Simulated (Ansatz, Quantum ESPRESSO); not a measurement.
# W (Tungsten): electron-phonon coupling, part 2 of 4

How strong is the electron-phonon coupling in W (Tungsten)?

Quantum ESPRESSO 7.5; DFT PBE, scalar-relativistic, plane waves, PseudoDojo norm-conserving pseudopotentials.

So far. Step 2 (A first look): No gap opens on this mesh, so smearing is kept; the start stands at 6.1 GPa. Step 4 (Ground state): The cell stands at 0.061 GPa, close enough for phonons. The relaxed cell has a = 3.182 Å (conventional setting).

### 7. Linear response on the mesh

Linear response treats each wavevector in the unit cell, with no supercell; the 4×4×4 mesh fixes the range of the force constants to be had. The change of the potential is kept for the electron-phonon matrix elements.

ph.in reads:

```
phonons
&INPUTPH
  prefix          = 'x'
  outdir          = './tmp'
  fildyn          = 'x.dyn'
  tr2_ph          = 1.0d-18
  alpha_mix(1)    = 0.4
  nmix_ph         = 8
  ldisp           = .true.
  nq1             = 4
  nq2             = 4
  nq3             = 4
  electron_phonon = 'interpolated'
  fildvscf        = 'dvscf'
  el_ph_sigma     = 0.005
  el_ph_nsigma    = 10
/
```

The run is started by

```console
> OMP_NUM_THREADS=1 mpirun -n 8 ph.x -nk 8 -in ph.in > ph.out
```

What it wrote:

```text
[banners, grids, parts of the stress and lines that vanish by symmetry left out]
[banner, memory and clock lines left out]
Program PHONON v.7.5

     ./tmp/x.save/

     IMPORTANT: XC functional enforced from input :
     Exchange-correlation= PBE
                           (   1   4   3   4   0   0   0)
     Any further DFT definition will be discarded
     Please, verify this is what you really want

     G-vector sticks info

     Reading collected, re-writing distributed wavefunctions in ./tmp/

     Dynamical matrices for ( 4, 4, 4)  uniform grid of q-points
     (   8 q-points):
       N         xq(1)         xq(2)         xq(3)
       1   0.000000000   0.000000000   0.000000000
       2   0.216506351   0.216506351   0.000000000
[...]
Number and degeneracy of irreps per q-point
       N         xq(1)         xq(2)         xq(3)   N irreps
       1   0.000000000   0.000000000   0.000000000       1
        3
       2   0.216506351   0.216506351   0.000000000       3
     No degeneracy
[...]
No degeneracy
[...]
No degeneracy
[...]
3
[...]
1   2
       7  -0.866025404  -0.216506351  -0.216506351       3
     No degeneracy
       8  -0.866025404  -0.866025404  -0.866025404       1
        3

     Saving dvscf to file. Distribute only q points, not irreducible representations.

     Calculation of q =    0.0000000   0.0000000   0.0000000

     phonons

     bravais-lattice index     =            0
     lattice parameter (alat)  =       5.2081  a.u.
     unit-cell volume          =     108.7486 (a.u.)^3
     number of atoms/cell      =            1
     number of atomic types    =            1
     kinetic-energy cut-off    =      62.0000  Ry
     charge density cut-off    =     248.0000  Ry
     convergence threshold     =      1.0E-18
     beta                      =       0.4000
     number of iterations used =            8
     Exchange-correlation= PBE
                           (   1   4   3   4   0   0   0)

     celldm(1)=    5.20813  celldm(2)=    0.00000  celldm(3)=    0.00000
     celldm(4)=    0.00000  celldm(5)=    0.00000  celldm(6)=    0.00000

     crystal axes: (cart. coord. in units of alat)
               a(1) = ( -0.5774  0.5774  0.5774 )
               a(2) = (  0.5774 -0.5774  0.5774 )
               a(3) = (  0.5774  0.5774 -0.5774 )

     reciprocal axes: (cart. coord. in units 2 pi/alat)
               b(1) = ( -0.0000  0.8660  0.8660 )
               b(2) = (  0.8660 -0.0000  0.8660 )
               b(3) = (  0.8660  0.8660  0.0000 )

     Atoms inside the unit cell:

     Cartesian axes

     site n.  atom      mass           positions (alat units)
        1  W     183.8400   tau(    1) = (    0.00000    0.00000    0.00000  )

     Computing dynamical matrix for
                    q = (   0.0000000   0.0000000   0.0000000 )

     49 Sym.Ops. (with q -> -q+G )

     G cutoff =  170.3945  (   7107 G-vectors)     FFT grid: ( 27, 27, 27)

     number of k points=   145  Marzari-Vanderbilt smearing, width (Ry)=  0.0200

     PseudoPot. # 1 for W  read from file:
     ./pseudo/W.upf
     Pseudo is Norm-conserving + core correction, Zval = 14.0

     Mode symmetry, O_h (m-3m)  point group:

     Atomic displacements:
     There are    1 irreducible representations

     Representation     1      3 modes -  To be done

     Alpha used in Ewald sum =   2.5000

     Representation #   1 modes #   1   2   3

     Self-consistent Calculation
      iter #   1   av.it.:   7.5
      thresh= 1.000E-02 alpha_mix =  0.400 |ddv_scf|^2 =  4.941E-06
      iter #   2   av.it.:  10.3
      thresh= 2.223E-04 alpha_mix =  0.400 |ddv_scf|^2 =  6.291E-07
[...]
End of self-consistent calculation

     Convergence has been achieved

     Number of q in the star =    1
     List of q in the star:
[...]
Diagonalizing the dynamical matrix

     q = (    0.000000000   0.000000000   0.000000000 )

 **************************************************************************
     freq (    1) =      -0.009488 [THz] =      -0.316469 [cm-1]
     freq (    2) =      -0.009488 [THz] =      -0.316469 [cm-1]
     freq (    3) =      -0.009488 [THz] =      -0.316469 [cm-1]
 **************************************************************************

     Mode symmetry, O_h (m-3m)  point group:

     freq (   1-   3) =         -0.3  [cm-1]   --> T_1u G_15  G_4- I
     Electron-phonon interaction  ...

     [... narrower broadenings left out ...]
     Gaussian Broadening:   0.020 Ry, ngauss=   0
     DOS =  3.259925 states/spin/Ry/Unit Cell at Ef= 22.133260 eV
     lambda(    1)=  0.0000   gamma=    0.01 GHz
     lambda(    2)=  0.0000   gamma=    0.00 GHz
     lambda(    3)=  0.0000   gamma=    0.01 GHz
     [... wider broadenings left out ...]

     Number of q in the star =    1
     List of q in the star:
[...]
Calculation of q =    0.2165064   0.2165064   0.0000000
     [... set-up and bands at k+q left out ...]

     Mode symmetry, C_2v (mm2)  point group:

     Atomic displacements:
     There are    3 irreducible representations

     Representation     1      1 modes -  To be done

[...]
Message from routine init_vloc:
     Interpolation table for Vloc re-allocated

     Alpha used in Ewald sum =   2.5000

     Representation #   1 mode #   1

     Self-consistent Calculation

[...]
[... iterations left out ...]
[...]
End of self-consistent calculation

     Convergence has been achieved

     Representation #   2 mode #   2

[...]
[... iterations left out ...]
[...]
Convergence has been achieved

[...]
Convergence has been achieved

[...]
Diagonalizing the dynamical matrix

     q = (    0.216506351   0.216506351   0.000000000 )

[...]
freq (    1) =       2.951785 [THz] =      98.460941 [cm-1]
     freq (    2) =       2.961061 [THz] =      98.770376 [cm-1]
     freq (    3) =       4.809715 [THz] =     160.434810 [cm-1]
[...]
Mode symmetry, C_2v (mm2)  point group:

     freq (   1-   1) =         98.5  [cm-1]   --> B_1  D_3  S_3
     freq (   2-   2) =         98.8  [cm-1]   --> B_2  D_4  S_4
     freq (   3-   3) =        160.4  [cm-1]   --> A_1  D_1  S_1
     Electron-phonon interaction  ...

     [... narrower broadenings left out ...]
     Gaussian Broadening:   0.020 Ry, ngauss=   0
     DOS =  3.259925 states/spin/Ry/Unit Cell at Ef= 22.133260 eV
     lambda(    1)=  0.1004   gamma=    2.72 GHz
     lambda(    2)=  0.0509   gamma=    1.39 GHz
     lambda(    3)=  0.0804   gamma=    5.79 GHz
     [... wider broadenings left out ...]

[...]
[... set-up and bands at k+q left out ...]

     Mode symmetry, D_2h (mmm)  point group:

[...]
Convergence has been achieved

[...]
Convergence has been achieved

[...]
Convergence has been achieved

[...]
q = (   -0.433012702  -0.433012702   0.000000000 )

[...]
freq (    1) =       3.878637 [THz] =     129.377405 [cm-1]
     freq (    2) =       4.381138 [THz] =     146.139029 [cm-1]
     freq (    3) =       6.555252 [THz] =     218.659661 [cm-1]
[...]
Mode symmetry, D_2h (mmm)  point group:

     freq (   1-   1) =        129.4  [cm-1]   --> B_1u
     freq (   2-   2) =        146.1  [cm-1]   --> B_2u
     freq (   3-   3) =        218.7  [cm-1]   --> B_3u
[...]
lambda(    1)=  0.6654   gamma=   31.16 GHz
     lambda(    2)=  0.0459   gamma=    2.74 GHz
     lambda(    3)=  0.0891   gamma=   11.92 GHz
[...]
Mode symmetry, C_s (m)     point group:

[...]
Convergence has been achieved

[...]
Convergence has been achieved

[...]
Convergence has been achieved

[...]
q = (    0.433012702   0.216506351   0.216506351 )

[...]
freq (    1) =       4.407756 [THz] =     147.026923 [cm-1]
     freq (    2) =       4.941331 [THz] =     164.825070 [cm-1]
     freq (    3) =       5.838641 [THz] =     194.756099 [cm-1]
[...]
Mode symmetry, C_s (m)     point group:

     freq (   1-   1) =        147.0  [cm-1]   --> A'
     freq (   2-   2) =        164.8  [cm-1]   --> A''
     freq (   3-   3) =        194.8  [cm-1]   --> A'
[...]
lambda(    1)=  0.0888   gamma=    5.37 GHz
     lambda(    2)=  0.0523   gamma=    3.98 GHz
     lambda(    3)=  0.0524   gamma=    5.56 GHz
[...]
Mode symmetry, T_d (-43m)  point group:

[...]
Representation #   1 modes #   1   2   3

[...]
Convergence has been achieved

[...]
q = (    0.433012702   0.433012702   0.433012702 )

[...]
freq (    1) =       5.302533 [THz] =     176.873475 [cm-1]
     freq (    2) =       5.302533 [THz] =     176.873475 [cm-1]
     freq (    3) =       5.302533 [THz] =     176.873475 [cm-1]
[...]
Mode symmetry, T_d (-43m)  point group:

     freq (   1-   3) =        176.9  [cm-1]   --> T_2  G_15 P_4
[...]
lambda(    1)=  0.0591   gamma=    5.18 GHz
     lambda(    2)=  0.0597   gamma=    5.22 GHz
     lambda(    3)=  0.0601   gamma=    5.26 GHz
[...]
Mode symmetry, C_4v (4mm)  point group:

[...]
Convergence has been achieved

     Representation #   2 modes #   2   3

[...]
Convergence has been achieved

[...]
q = (    0.000000000   0.000000000   0.433012702 )

[...]
freq (    1) =       3.941433 [THz] =     131.472062 [cm-1]
     freq (    2) =       3.941433 [THz] =     131.472062 [cm-1]
     freq (    3) =       5.860469 [THz] =     195.484213 [cm-1]
[...]
Mode symmetry, C_4v (4mm)  point group:

     freq (   1-   2) =        131.5  [cm-1]   --> E    G_5 D_5
     freq (   3-   3) =        195.5  [cm-1]   --> A_1  G_1 D_1
[...]
lambda(    1)=  0.1440   gamma=    6.97 GHz
     lambda(    2)=  0.1437   gamma=    6.95 GHz
     lambda(    3)=  0.1212   gamma=   12.96 GHz
[...]
Calculation of q =   -0.8660254  -0.2165064  -0.2165064
     [... set-up and bands at k+q left out ...]

     Mode symmetry, C_2v (mm2)  point group:

     Atomic displacements:
     There are    3 irreducible representations

[...]
Representation     3      1 modes -  To be done

     Alpha used in Ewald sum =   2.5000

[...]
Convergence has been achieved

     Representation #   2 mode #   2

[...]
Convergence has been achieved

     Representation #   3 mode #   3

     Self-consistent Calculation

[...]
[... iterations left out ...]
[...]
End of self-consistent calculation

     Convergence has been achieved

[...]
Diagonalizing the dynamical matrix

     q = (   -0.866025404  -0.216506351  -0.216506351 )

[...]
freq (    1) =       4.566920 [THz] =     152.336050 [cm-1]
     freq (    2) =       5.358183 [THz] =     178.729732 [cm-1]
     freq (    3) =       6.042771 [THz] =     201.565128 [cm-1]
[...]
Mode symmetry, C_2v (mm2)  point group:

     freq (   1-   1) =        152.3  [cm-1]   --> B_1  D_3  S_3
     freq (   2-   2) =        178.7  [cm-1]   --> A_1  D_1  S_1
     freq (   3-   3) =        201.6  [cm-1]   --> B_2  D_4  S_4
     Electron-phonon interaction  ...

     [... narrower broadenings left out ...]
     Gaussian Broadening:   0.020 Ry, ngauss=   0
     DOS =  3.259925 states/spin/Ry/Unit Cell at Ef= 22.133260 eV
     lambda(    1)=  0.3082   gamma=   20.01 GHz
     lambda(    2)=  0.0927   gamma=    8.28 GHz
     lambda(    3)=  0.0326   gamma=    3.70 GHz
     [... wider broadenings left out ...]

[...]
Calculation of q =   -0.8660254  -0.8660254  -0.8660254
     [... set-up and bands at k+q left out ...]

     Mode symmetry, O_h (m-3m)  point group:

     Atomic displacements:
     There are    1 irreducible representations

     Representation     1      3 modes -  To be done

     Message from routine init_vloc:
     Interpolation table for Vloc re-allocated

     Alpha used in Ewald sum =   2.5000

     Representation #   1 modes #   1   2   3

     Self-consistent Calculation

      iter #   1   av.it.:   8.3
      thresh= 1.000E-02 alpha_mix =  0.400 |ddv_scf|^2 =  3.601E-05

      [... iterations left out ...]
      iter #   9   av.it.:  11.5
      thresh= 1.499E-09 alpha_mix =  0.400 |ddv_scf|^2 =  6.554E-19

     End of self-consistent calculation

     Convergence has been achieved

     Number of q in the star =    1
     List of q in the star:
          1  -0.866025404  -0.866025404  -0.866025404

     Diagonalizing the dynamical matrix

     q = (   -0.866025404  -0.866025404  -0.866025404 )

 **************************************************************************
     freq (    1) =       5.314640 [THz] =     177.277322 [cm-1]
     freq (    2) =       5.314640 [THz] =     177.277322 [cm-1]
     freq (    3) =       5.314640 [THz] =     177.277322 [cm-1]
 **************************************************************************

     Mode symmetry, O_h (m-3m)  point group:

     freq (   1-   3) =        177.3  [cm-1]   --> T_1u G_15  G_4-
     Electron-phonon interaction  ...

     [... narrower broadenings left out ...]
     Gaussian Broadening:   0.020 Ry, ngauss=   0
     DOS =  3.259925 states/spin/Ry/Unit Cell at Ef= 22.133260 eV
     lambda(    1)=  0.1721   gamma=   15.13 GHz
     lambda(    2)=  0.1565   gamma=   13.76 GHz
     lambda(    3)=  0.1750   gamma=   15.39 GHz
     [... wider broadenings left out ...]

     Number of q in the star =    1
     List of q in the star:
          1  -0.866025404  -0.866025404  -0.866025404


[key lines of the parts left out:]
the Fermi energy is    22.1499 ev
```

It took 28 min on 8 MPI ranks of Intel Xeon at 2.70GHz, shared host; 3.7 h of CPU time.

Numbers from this step:

- largest acoustic frequency at the zone centre before the sum rule: -0.32 cm⁻¹
- lowest mode on the q mesh (acoustic ones at the zone centre apart): 98.46 cm⁻¹

Frequencies (cm⁻¹) at each irreducible wavevector; negative means imaginary. Frequencies by wavevector:

```
  q (fractions)  star  mode 1  mode 2  mode 3
          0 0 0     1   -0.32   -0.32   -0.32
       0 0 0.25    12   98.46   98.77   160.4
       0 0 -0.5     6   129.4   146.1   218.7
    0 0.25 0.25    24     147   164.8   194.8
 0.25 0.25 0.25     2   176.9   176.9   176.9
0.25 0.25 -0.25     6   131.5   131.5   195.5
 0.25 -0.5 -0.5    12   152.3   178.7   201.6
 -0.5 -0.5 -0.5     1   177.3   177.3   177.3
```

Couplings of single modes at a Gaussian broadening of 0.02 Ry, as ph.x prints them; it sets λ to zero for modes under 20 cm⁻¹. Mode couplings:

```
  q (fractions)  mode  frequency (cm⁻¹)       λ  linewidth γ (GHz)
       0 0 0.25     1             98.46  0.1004               2.72
       0 0 0.25     2             98.77  0.0509               1.39
       0 0 0.25     3             160.4  0.0804               5.79
       0 0 -0.5     1             129.4  0.6654              31.16
       0 0 -0.5     2             146.1  0.0459               2.74
       0 0 -0.5     3             218.7  0.0891              11.92
    0 0.25 0.25     1               147  0.0888               5.37
    0 0.25 0.25     2             164.8  0.0523               3.98
    0 0.25 0.25     3             194.8  0.0524               5.56
 0.25 0.25 0.25     1             176.9  0.0591               5.18
 0.25 0.25 0.25     2             176.9  0.0597               5.22
 0.25 0.25 0.25     3             176.9  0.0601               5.26
0.25 0.25 -0.25     1             131.5   0.144               6.97
0.25 0.25 -0.25     2             131.5  0.1437               6.95
0.25 0.25 -0.25     3             195.5  0.1212              12.96
 0.25 -0.5 -0.5     1             152.3  0.3082              20.01
 0.25 -0.5 -0.5     2             178.7  0.0927               8.28
 0.25 -0.5 -0.5     3             201.6  0.0326                3.7
 -0.5 -0.5 -0.5     1             177.3  0.1721              15.13
 -0.5 -0.5 -0.5     2             177.3  0.1565              13.76
 -0.5 -0.5 -0.5     3             177.3   0.175              15.39
```

The acoustic modes at Γ come out as far as 0.3 cm⁻¹ from zero, where they should vanish, a small numerical error.

### 8. Force constants in real space

The dynamical matrices of the mesh are Fourier-transformed to force constants in real space.

q2r.in reads:

```
&INPUT
  fildyn = 'x.dyn'
  zasr   = 'crystal'
  flfrc  = 'x.fc'
  la2F   = .true.
/
```

The run is started by

```console
> q2r.x < q2r.in > q2r.out
```

What it wrote:

```text
[banners, grids, parts of the stress and lines that vanish by symmetry left out]
[banner, memory and clock lines left out]
Program Q2R v.7.5

  reading grid info from file x.dyn0

  reading force constants from file x.dyn1
  Dielectric Tensor not found
  nqs=            1
 q=   0.00000000  0.00000000  0.00000000
  reading force constants from file x.dyn2
  nqs=           12
 q=   0.21650635  0.21650635  0.00000000
[...]
reading force constants from file x.dyn7
  nqs=           12
[...]
q=  -0.21650635  0.21650635  0.86602540
  reading force constants from file x.dyn8
  nqs=            1
 q=  -0.86602540 -0.86602540 -0.86602540

      q-space grid ok, #points =   64

      fft-check success (sum of imaginary terms < 10^-12)

   Preparing gamma for a2F

 Broadening =      0.005
      q-space grid ok, #points =   64

      fft-check success (sum of imaginary terms < 10^-12)

 Broadening =      0.010
[...]
Broadening =      0.045
      q-space grid ok, #points =   64

      fft-check success (sum of imaginary terms < 10^-12)

 Broadening =      0.050
      q-space grid ok, #points =   64

      fft-check success (sum of imaginary terms < 10^-12)
```

Run time: 0.77 s. Hardware: 1 thread.

[end of part 2 of 4]

[Host names and launcher messages were left out of these logs when they were recorded.]

[Logs are printed without paths, hosts, clocks, repeated set-up lines and the standing remarks that a program may print on its own settings, such as how far it seeks lower states.]

[Hosts, paths, dates, database ids (printed as entryN), source tags and the programs' standing remarks are cut or masked in the printed files.]
